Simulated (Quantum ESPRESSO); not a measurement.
# BP: optical spectrum from first principles, part 2 of 3

Wanted: where BP starts to absorb, how strongly, and its refractive index.

Quantum ESPRESSO 7.5; DFT, PBE, plane waves with norm-conserving potentials (PseudoDojo), scalar-relativistic, independent-particle optical response without local fields and without the non-local commutator.

So far. Step 2 (Ground state): There is a gap, 1.28 eV on this mesh (points off the mesh can give less), so no carriers' term is needed.

**3. Ground state with the final occupations**

Level of this step: DFT, PBE, plane waves with norm-conserving potentials (PseudoDojo), scalar-relativistic, ground state (Quantum ESPRESSO).

With the gap or the metal settled, the ground state is repeated with the fitting occupations, and the later steps take its density.

File scf.in:

```
&control
  calculation = 'scf'
  prefix = 'x'
  outdir = './tmp'
  pseudo_dir = './'
  verbosity = 'high'
/
&system
  ibrav = 0
  nat = 2
  ntyp = 2
  ecutwfc = 70
  occupations = 'fixed'
/
&electrons
  conv_thr = 1e-09
  electron_maxstep = 100
/
ATOMIC_SPECIES
  P 1.0 P.upf
  B 1.0 B.upf
CELL_PARAMETERS angstrom
  0.000000000000 2.269000000000 2.269000000000
  2.269000000000 0.000000000000 2.269000000000
  2.269000000000 2.269000000000 0.000000000000
ATOMIC_POSITIONS crystal
  P 0.750000000000 0.750000000000 0.750000000000
  B 0.000000000000 0.000000000000 0.000000000000
K_POINTS automatic
  8 8 8 0 0 0
```

The run is started by

```console
$ mpirun -n 4 pw.x -nk 4 -in scf.in
```

What it wrote:

```text
[banner, memory and clock lines left out]

     using ibrav=0 with symmetry is DISCOURAGED, use correct ibrav instead

     G-vector sticks info

     bravais-lattice index     =            0
     lattice parameter (alat)  =       6.0638  a.u.
     unit-cell volume          =     157.6631 (a.u.)^3
     number of atoms/cell      =            2
     number of atomic types    =            2
     number of electrons       =         8.00
     number of Kohn-Sham states=            4
     kinetic-energy cutoff     =      70.0000  Ry
     charge density cutoff     =     280.0000  Ry
     scf convergence threshold =      1.0E-09
     mixing beta               =       0.7000
     number of iterations used =            8  plain     mixing
     Exchange-correlation= PBE
                           (   1   4   3   4   0   0   0)

     celldm(1)=   6.063849  celldm(2)=   0.000000  celldm(3)=   0.000000
     celldm(4)=   0.000000  celldm(5)=   0.000000  celldm(6)=   0.000000

     crystal axes: (cart. coord. in units of alat)
               a(1) = (   0.000000   0.707107   0.707107 )
               a(2) = (   0.707107   0.000000   0.707107 )
               a(3) = (   0.707107   0.707107   0.000000 )

     reciprocal axes: (cart. coord. in units 2 pi/alat)
               b(1) = ( -0.707107  0.707107  0.707107 )
               b(2) = (  0.707107 -0.707107  0.707107 )
               b(3) = (  0.707107  0.707107 -0.707107 )

     ./P.upf
     Pseudo is Norm-conserving + core correction, Zval =  5.0
     Generated using ONCVPSP code by D. R. Hamann
     Using radial grid of 1298 points,  6 beta functions with:
                l(1) =   0
                l(2) =   0
                l(3) =   1
                l(4) =   1
                l(5) =   2
                l(6) =   2

     ./B.upf
     Pseudo is Norm-conserving + core correction, Zval =  3.0
     Generated using ONCVPSP code by D. R. Hamann
     Using radial grid of 1534 points,  4 beta functions with:
                l(1) =   0
                l(2) =   0
                l(3) =   1
                l(4) =   1

     atomic species   valence    mass     pseudopotential
     P                 5.00     1.00000     P ( 1.00)
     B                 3.00     1.00000     B ( 1.00)

     24 Sym. Ops. (no inversion) found

                                    s                        frac. trans.

     [... symmetry matrices left out ...]
   Cartesian axes

     site n.     atom                  positions (alat units)
         1        P      tau(   1) = (   1.0606602   1.0606602   1.0606602  )
         2        B      tau(   2) = (   0.0000000   0.0000000   0.0000000  )

   Crystallographic axes

     site n.     atom                  positions (cryst. coord.)
         1        P      tau(   1) = (  0.7500000  0.7500000  0.7500000  )
         2        B      tau(   2) = (  0.0000000  0.0000000  0.0000000  )

     number of k points=    29
                       cart. coord. in units 2pi/alat
        k(    1) = (   0.0000000   0.0000000   0.0000000), wk =   0.0039062
        k(    2) = (   0.0883883   0.0883883  -0.0883883), wk =   0.0312500
        k(    3) = (   0.1767767   0.1767767  -0.1767767), wk =   0.0312500
        k(    4) = (   0.2651650   0.2651650  -0.2651650), wk =   0.0312500
        k(    5) = (  -0.3535534  -0.3535534   0.3535534), wk =   0.0156250
        k(    6) = (   0.1767767   0.0000000   0.0000000), wk =   0.0234375
        k(    7) = (   0.2651650   0.0883883  -0.0883883), wk =   0.0937500
        k(    8) = (   0.3535534   0.1767767  -0.1767767), wk =   0.0937500
        k(    9) = (  -0.2651650  -0.4419417   0.4419417), wk =   0.0937500
        k(   10) = (  -0.1767767  -0.3535534   0.3535534), wk =   0.0937500
        k(   11) = (  -0.0883883  -0.2651650   0.2651650), wk =   0.0937500
        k(   12) = (   0.0000000  -0.1767767   0.1767767), wk =   0.0468750
        k(   13) = (   0.3535534   0.0000000   0.0000000), wk =   0.0234375
        k(   14) = (   0.4419417   0.0883883  -0.0883883), wk =   0.0937500
        k(   15) = (  -0.1767767  -0.5303301   0.5303301), wk =   0.0937500
        k(   16) = (  -0.0883883  -0.4419417   0.4419417), wk =   0.0937500
[...]
cryst. coord.
[...]
k(   22) = (   0.1250000   0.2500000   0.3750000), wk =   0.0937500
        k(   23) = (   0.1250000   0.2500000  -0.5000000), wk =   0.1875000
        k(   24) = (   0.1250000   0.2500000  -0.3750000), wk =   0.0937500
        k(   25) = (   0.1250000   0.3750000  -0.5000000), wk =   0.0937500
        k(   26) = (   0.1250000   0.3750000  -0.3750000), wk =   0.1875000
        k(   27) = (   0.1250000   0.3750000  -0.2500000), wk =   0.0937500
        k(   28) = (   0.1250000  -0.5000000  -0.3750000), wk =   0.0468750
        k(   29) = (   0.2500000  -0.5000000  -0.2500000), wk =   0.0234375

     Dense  grid:    12387 G-vectors     FFT dimensions: (  36,  36,  36)

     Initial potential from superposition of free atoms

     starting charge       7.9996, renormalised to       8.0000
     Starting wfcs are    8 randomized atomic wfcs

     Self-consistent Calculation

     iteration #  1     ecut=    70.00 Ry     beta= 0.70
     Davidson diagonalization with overlap

            43 MiB given to the printing process from OS
            12 MiB allocation reported by mallinfo(arena+hblkhd)
------------------
     ethr =  1.00E-02,  avg # of iterations =  2.0

     total energy              =     -19.76569865 Ry
     estimated scf accuracy    <       0.12736668 Ry

     iteration #  2     ecut=    70.00 Ry     beta= 0.70
     Davidson diagonalization with overlap

            49 MiB given to the printing process from OS
            16 MiB allocation reported by mallinfo(arena+hblkhd)
------------------
     ethr =  1.59E-03,  avg # of iterations =  2.0

     total energy              =     -19.79236389 Ry
     estimated scf accuracy    <       0.00710234 Ry

     iteration #  3     ecut=    70.00 Ry     beta= 0.70
     Davidson diagonalization with overlap

            49 MiB given to the printing process from OS
            16 MiB allocation reported by mallinfo(arena+hblkhd)
------------------
     ethr =  8.88E-05,  avg # of iterations =  2.3

     total energy              =     -19.79313301 Ry
     estimated scf accuracy    <       0.00097494 Ry

     iteration #  4     ecut=    70.00 Ry     beta= 0.70
     Davidson diagonalization with overlap

            50 MiB given to the printing process from OS
            16 MiB allocation reported by mallinfo(arena+hblkhd)
------------------
     ethr =  1.22E-05,  avg # of iterations =  3.0

     total energy              =     -19.79349957 Ry
     estimated scf accuracy    <       0.00033644 Ry

     iteration #  5     ecut=    70.00 Ry     beta= 0.70
     Davidson diagonalization with overlap

            50 MiB given to the printing process from OS
            17 MiB allocation reported by mallinfo(arena+hblkhd)
------------------
     ethr =  4.21E-06,  avg # of iterations =  4.3

     total energy              =     -19.79331636 Ry
     estimated scf accuracy    <       0.00139230 Ry

     iteration #  6     ecut=    70.00 Ry     beta= 0.70
     Davidson diagonalization with overlap

            50 MiB given to the printing process from OS
            17 MiB allocation reported by mallinfo(arena+hblkhd)
------------------
     ethr =  4.21E-06,  avg # of iterations =  3.0

     total energy              =     -19.79350372 Ry
     estimated scf accuracy    <       0.00002165 Ry

     iteration #  7     ecut=    70.00 Ry     beta= 0.70
     Davidson diagonalization with overlap

            51 MiB given to the printing process from OS
            18 MiB allocation reported by mallinfo(arena+hblkhd)
------------------
     ethr =  2.71E-07,  avg # of iterations =  5.3

     total energy              =     -19.79353575 Ry
     estimated scf accuracy    <       0.00002318 Ry

     iteration #  8     ecut=    70.00 Ry     beta= 0.70
     Davidson diagonalization with overlap

            51 MiB given to the printing process from OS
            18 MiB allocation reported by mallinfo(arena+hblkhd)
------------------
     ethr =  2.71E-07,  avg # of iterations =  1.0

     total energy              =     -19.79353332 Ry
     estimated scf accuracy    <       0.00001916 Ry

     iteration #  9     ecut=    70.00 Ry     beta= 0.70
     Davidson diagonalization with overlap

            51 MiB given to the printing process from OS
            18 MiB allocation reported by mallinfo(arena+hblkhd)
------------------
     ethr =  2.40E-07,  avg # of iterations =  1.0

     total energy              =     -19.79352721 Ry
     estimated scf accuracy    <       0.00001302 Ry

     iteration # 10     ecut=    70.00 Ry     beta= 0.70
     Davidson diagonalization with overlap

            52 MiB given to the printing process from OS
            19 MiB allocation reported by mallinfo(arena+hblkhd)
------------------
     ethr =  1.63E-07,  avg # of iterations =  2.1

     total energy              =     -19.79352899 Ry
     estimated scf accuracy    <       0.00000043 Ry

     iteration # 11     ecut=    70.00 Ry     beta= 0.70
     Davidson diagonalization with overlap

            52 MiB given to the printing process from OS
            19 MiB allocation reported by mallinfo(arena+hblkhd)
------------------
     ethr =  5.34E-09,  avg # of iterations =  5.1

     total energy              =     -19.79352947 Ry
     estimated scf accuracy    <       0.00000008 Ry

     iteration # 12     ecut=    70.00 Ry     beta= 0.70
     Davidson diagonalization with overlap

            52 MiB given to the printing process from OS
            19 MiB allocation reported by mallinfo(arena+hblkhd)
------------------
     ethr =  9.40E-10,  avg # of iterations =  1.8

     total energy              =     -19.79352941 Ry
     estimated scf accuracy    <       0.00000010 Ry

     iteration # 13     ecut=    70.00 Ry     beta= 0.70
     Davidson diagonalization with overlap

            52 MiB given to the printing process from OS
            19 MiB allocation reported by mallinfo(arena+hblkhd)
------------------
     ethr =  9.40E-10,  avg # of iterations =  2.2

     total energy              =     -19.79352948 Ry
     estimated scf accuracy    <          1.1E-09 Ry

     iteration # 14     ecut=    70.00 Ry     beta= 0.70
     Davidson diagonalization with overlap

            52 MiB given to the printing process from OS
            19 MiB allocation reported by mallinfo(arena+hblkhd)
------------------
     ethr =  1.38E-11,  avg # of iterations =  8.5

     total energy              =     -19.79352946 Ry
     estimated scf accuracy    <       0.00000027 Ry

     iteration # 15     ecut=    70.00 Ry     beta= 0.70
     Davidson diagonalization with overlap

            52 MiB given to the printing process from OS
            19 MiB allocation reported by mallinfo(arena+hblkhd)
------------------
     ethr =  1.38E-11,  avg # of iterations =  6.0

     total energy              =     -19.79352944 Ry
     estimated scf accuracy    <       0.00000009 Ry

     iteration # 16     ecut=    70.00 Ry     beta= 0.70
     Davidson diagonalization with overlap

            52 MiB given to the printing process from OS
            19 MiB allocation reported by mallinfo(arena+hblkhd)
------------------
     ethr =  1.38E-11,  avg # of iterations =  5.3

     total energy              =     -19.79352944 Ry
     estimated scf accuracy    <       0.00000001 Ry

     iteration # 17     ecut=    70.00 Ry     beta= 0.70
     Davidson diagonalization with overlap

            52 MiB given to the printing process from OS
            19 MiB allocation reported by mallinfo(arena+hblkhd)
------------------
     ethr =  1.38E-11,  avg # of iterations =  2.9

     total energy              =     -19.79352944 Ry
     estimated scf accuracy    <          5.9E-09 Ry

     iteration # 18     ecut=    70.00 Ry     beta= 0.70
     Davidson diagonalization with overlap

            52 MiB given to the printing process from OS
            19 MiB allocation reported by mallinfo(arena+hblkhd)
------------------
     ethr =  1.38E-11,  avg # of iterations =  2.2

     total energy              =     -19.79352944 Ry
     estimated scf accuracy    <          2.6E-09 Ry

     iteration # 19     ecut=    70.00 Ry     beta= 0.70
     Davidson diagonalization with overlap

            52 MiB given to the printing process from OS
            19 MiB allocation reported by mallinfo(arena+hblkhd)
------------------
     ethr =  1.38E-11,  avg # of iterations =  1.9

     End of self-consistent calculation

          k = 0.0000 0.0000 0.0000 (  1471 PWs)   bands (ev):

    -6.2179   9.2413   9.2413   9.2413

     occupation numbers
     1.0000   1.0000   1.0000   1.0000

          k = 0.0884 0.0884-0.0884 (  1534 PWs)   bands (ev):

    -5.9368   7.3892   8.8138   8.8138

     occupation numbers
     1.0000   1.0000   1.0000   1.0000

          k = 0.1768 0.1768-0.1768 (  1546 PWs)   bands (ev):

    -5.1124   4.3986   8.1250   8.1250

     occupation numbers
     1.0000   1.0000   1.0000   1.0000

          k = 0.2652 0.2652-0.2652 (  1555 PWs)   bands (ev):

    -3.8508   1.6734   7.6475   7.6475

     occupation numbers
     1.0000   1.0000   1.0000   1.0000

          k =-0.3536-0.3536 0.3536 (  1538 PWs)   bands (ev):

    -2.8943   0.2111   7.4839   7.4839

     occupation numbers
     1.0000   1.0000   1.0000   1.0000

          k = 0.1768 0.0000 0.0000 (  1531 PWs)   bands (ev):

    -5.8428   8.0618   8.0672   8.0672

     occupation numbers
     1.0000   1.0000   1.0000   1.0000

          k = 0.2652 0.0884-0.0884 (  1543 PWs)   bands (ev):

    -5.1974   5.4486   7.3287   7.7212

     occupation numbers
     1.0000   1.0000   1.0000   1.0000

          k = 0.3536 0.1768-0.1768 (  1575 PWs)   bands (ev):

    -4.0628   2.6695   6.9383   6.9391

     occupation numbers
     1.0000   1.0000   1.0000   1.0000

     [... further k points left out ...]

     highest occupied level (ev):     9.2413

!    total energy              =     -19.79352944 Ry
     estimated scf accuracy    <          9.2E-10 Ry

     The total energy is the sum of the following terms:
     one-electron contribution =       6.57254981 Ry
     hartree contribution      =       1.26170107 Ry
     xc contribution           =      -6.64454077 Ry
     ewald contribution        =     -20.98323954 Ry

     convergence has been achieved in  19 iterations

     XML data file, charge density, pseudopotentials, collected wavefunctions

                                        0.00s GPU  (     742 calls)
```

Run time: 3.2 s. Hardware: 4 MPI ranks of Arm Neoverse V2, shared host; peak memory 0.05 GiB; 12 s of CPU time.

**4. Bands on the whole mesh, 13×13×13**

The response needs many more empty bands than the density does.

This step: DFT, PBE, plane waves with norm-conserving potentials (PseudoDojo), scalar-relativistic, bands at fixed density (Quantum ESPRESSO 7.5).

nscf.in, as its differences from scf.in of step 3:

```diff
@@ -1,3 +1,3 @@
 &control
-  calculation = 'scf'
+  calculation = 'nscf'
   prefix = 'x'
@@ -5,3 +5,2 @@
   pseudo_dir = './'
-  verbosity = 'high'
 /
@@ -13,2 +12,5 @@
   occupations = 'fixed'
+  nbnd = 16
+  nosym = .true.
+  noinv = .true.
 /
@@ -17,2 +19,3 @@
   electron_maxstep = 100
+  diago_full_acc = .true.
 /
@@ -29,2 +32,2 @@
 K_POINTS automatic
-  8 8 8 0 0 0
+  13 13 13 0 0 0
```

The run is started by

```console
$ mpirun -n 4 pw.x -nk 4 -in nscf.in
```

What it wrote:

```text
[banner, memory and clock lines left out]

     Atomic positions and unit cell read from directory:

     G-vector sticks info

     bravais-lattice index     =            0
     lattice parameter (alat)  =       6.0638  a.u.
     unit-cell volume          =     157.6631 (a.u.)^3
     number of atoms/cell      =            2
     number of atomic types    =            2
     number of electrons       =         8.00
     number of Kohn-Sham states=           16
     kinetic-energy cutoff     =      70.0000  Ry
     charge density cutoff     =     280.0000  Ry
     Exchange-correlation= PBE
                           (   1   4   3   4   0   0   0)

     celldm(1)=   6.063849  celldm(2)=   0.000000  celldm(3)=   0.000000
     celldm(4)=   0.000000  celldm(5)=   0.000000  celldm(6)=   0.000000

     crystal axes: (cart. coord. in units of alat)
               a(1) = (   0.000000   0.707107   0.707107 )
               a(2) = (   0.707107   0.000000   0.707107 )
               a(3) = (   0.707107   0.707107   0.000000 )

     reciprocal axes: (cart. coord. in units 2 pi/alat)
               b(1) = ( -0.707107  0.707107  0.707107 )
               b(2) = (  0.707107 -0.707107  0.707107 )
               b(3) = (  0.707107  0.707107 -0.707107 )

     ./P.upf
     Pseudo is Norm-conserving + core correction, Zval =  5.0
     Generated using ONCVPSP code by D. R. Hamann
     Using radial grid of 1298 points,  6 beta functions with:
                l(1) =   0
                l(2) =   0
                l(3) =   1
                l(4) =   1
                l(5) =   2
                l(6) =   2

     ./B.upf
     Pseudo is Norm-conserving + core correction, Zval =  3.0
     Generated using ONCVPSP code by D. R. Hamann
     Using radial grid of 1534 points,  4 beta functions with:
                l(1) =   0
                l(2) =   0
                l(3) =   1
                l(4) =   1

     atomic species   valence    mass     pseudopotential
     P                 5.00     1.00000     P ( 1.00)
     B                 3.00     1.00000     B ( 1.00)

     No symmetry found

   Cartesian axes

     site n.     atom                  positions (alat units)
         1        P      tau(   1) = (   1.0606602   1.0606602   1.0606602  )
         2        B      tau(   2) = (   0.0000000   0.0000000   0.0000000  )

     number of k points=  2197

     Number of k-points >= 100: set verbosity='high' to print them.

     Dense  grid:    12387 G-vectors     FFT dimensions: (  36,  36,  36)

     The potential is recalculated from file :

     Starting wfcs are    8 randomized atomic wfcs +    8 random wfcs

     Band Structure Calculation
     Davidson diagonalization with overlap

     ethr =  1.25E-11,  avg # of iterations = 40.6

     End of band structure calculation

     Number of k-points >= 100: set verbosity='high' to print the bands.

     highest occupied, lowest unoccupied level (ev):     9.2414   10.5070

     XML data file, pseudopotentials, collected wavefunctions

                                        0.00s GPU  (   23631 calls)

[... left out ...]
ulation
     Davidson diagonalization with overlap

     ethr =  1.25E-11,  avg # of iterations = 40.6

     End of band structure calculation

     Number of k-points >= 100: set verbosity='high' to print the bands.

     highest occupied, lowest unoccupied level (ev):     9.2414   10.5070

     XML data file, pseudopotentials, collected wavefunctions

                                        0.00s GPU  (   23631 calls)
```

The job ended after 3.1 min (4 MPI ranks; peak memory 0.05 GiB; 12 min of CPU time).

(Part 2 of 3 ends here.)

[Machine, clock, banner and «Message from routine» lines are left out of the logs.]

[Logs are printed without paths, hosts, clocks, repeated set-up lines and the standing remarks that a program may print on its own settings, such as how far it seeks lower states.]

[Hosts, paths, dates, database ids (printed as entryN), source tags and the programs' standing remarks are cut or masked in the printed files.]
